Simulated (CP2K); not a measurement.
Consider 2-isocyanofuran at its PBE geometry (Å).

```xyz
10

C     3.3128   -0.6403    0.0729
N     2.1410   -0.4375    0.0570
C     0.8097   -0.1806    0.0302
C     0.0907    0.9702   -0.1780
C    -1.2836    0.5896   -0.0968
C    -1.3049   -0.7546    0.1539
O    -0.0270   -1.2540    0.2371
H     0.5050    1.9538   -0.3638
H    -2.1480    1.2342   -0.2092
H    -2.0956   -1.4806    0.2967
```

Method: CP2K XAS_TDP, all-electron GAPW, PBEh(45%), aug-cc-pVDZ, TDA, GW2X-corrected core level, no relativity.

**Question.** Predict the bright core excitations at the C K edge.

Leading lines: C1 288.52 eV, C3 289.19 eV, C4 287.46 eV, C5 288.02 eV and C6 288.34 eV. The leading line of an atom is its first one with 35 % of the strongest within 2.5 eV of its lowest line over the strength cut. Core ionisation energies at this level: C4 292.61, C5 292.64, C6 293.87, C1 294.89 and C3 294.73 eV.

The first six lines of each atom with a strength over 0.0015:

```
                     atom  energy (eV)  states  strength, one atom  above the computed threshold
         C1 (bonded to N)       288.52       1              0.0721                              
                                288.59       1              0.0639                              
                                294.30       1              0.0016                              
                                294.68       1              0.0068                              
                                294.82       1              0.0019                              
                                295.60       1              0.0016                           yes
C3 (bonded to C, N and O)       289.19       1              0.0450                              
                                291.73       1              0.0170                              
                                293.07       1              0.0016                              
                                293.64       1              0.0161                              
                                293.90       1              0.0032                              
                                294.19       1              0.0076                              
 C4 (bonded to 2 C and H)       287.46       1              0.0436                              
                                290.30       1              0.0073                              
                                290.48       1              0.0105                              
                                291.10       1              0.0019                              
                                291.53       1              0.0029                              
                                291.75       1              0.0021                              
 C5 (bonded to 2 C and H)       288.02       1              0.0438                              
                                289.54       1              0.0099                              
                                290.49       1              0.0102                              
                                291.63       1              0.0024                              
                                291.66       1              0.0025                              
                                292.12       1              0.0021                              
C6 (bonded to C, O and H)       288.34       1              0.0517                              
                                291.67       1              0.0191                              
                                291.82       1              0.0035                              
                                292.11       1              0.0141                              
                                292.75       1              0.0042                              
                                293.30       1              0.0039
```

Lines are vertical, at one geometry, with no vibrational structure. GW2X ionisation energies and lines can be off by 1 to 2 eV either way, and a good line position may hide errors that cancel. These values hold no scalar relativity, about 0.1 eV for C 1s. Rydberg lines, and the discretised continuum above threshold, depend on the basis and the box.

[Banner, clock and machine lines of the logs are left out without a mark of their own.]

[Logs are printed without paths, hosts, clocks, repeated set-up lines and the standing remarks that a program may print on its own settings, such as how far it seeks lower states.]

[Hosts, paths, dates, database ids (printed as entryN), source tags and the programs' standing remarks are cut or masked in the printed files.]
